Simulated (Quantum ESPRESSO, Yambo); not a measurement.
An input for Quantum ESPRESSO 7.5 (CdF2 (Fm-3m)):

```
&control
  calculation = 'nscf'
  prefix = 'x'
  outdir = 'o'
  pseudo_dir = 'pseudo'
/
&system
  ibrav = 0
  nat = 3
  ntyp = 2
  ecutwfc = 94.0
  nbnd = 52
  force_symmorphic = .true.
  noncolin = .true.
  lspinorb = .true.
/
&electrons
  conv_thr = 1e-9
  electron_maxstep = 80
  diago_full_acc = .true.
  diago_thr_init = 5e-6
/
ATOMIC_SPECIES
  Cd 112.41 Cd.upf
  F 18.998 F.upf
CELL_PARAMETERS angstrom
  0.0000000000 2.6940000000 2.6940000000
  2.6940000000 -0.0000000000 2.6940000000
  2.6940000000 2.6940000000 -0.0000000000
ATOMIC_POSITIONS crystal
  Cd 0.0000000000 0.0000000000 0.0000000000
  F 0.2500000000 0.2500000000 0.2500000000
  F 0.7500000000 0.7500000000 0.7500000000
K_POINTS automatic
  8 8 8 0 0 0
```

```sh
OMP_NUM_THREADS=1 mpirun -n 4 pw.x -nk 4 -in pw.in > pw.out
```

**Question.** How long will it take on 4 MPI ranks of Arm Neoverse V2, shared host, and how much memory?

It took 20 s; on shared hardware allow 10 s to 41 s. Peak host memory was 0.39 GiB.

[Paths, hosts, dates, memory and timing lines, banners, echoed tables and standing remarks are left out of the program output.]

[Logs are printed without paths, hosts, clocks, repeated set-up lines and the standing remarks that a program may print on its own settings, such as how far it seeks lower states.]

[Runs of the session that timed out or met a known fault of the program may be left out.]

[Hosts, paths, dates, database ids (printed as entryN), source tags and the programs' standing remarks are cut or masked in the printed files.]
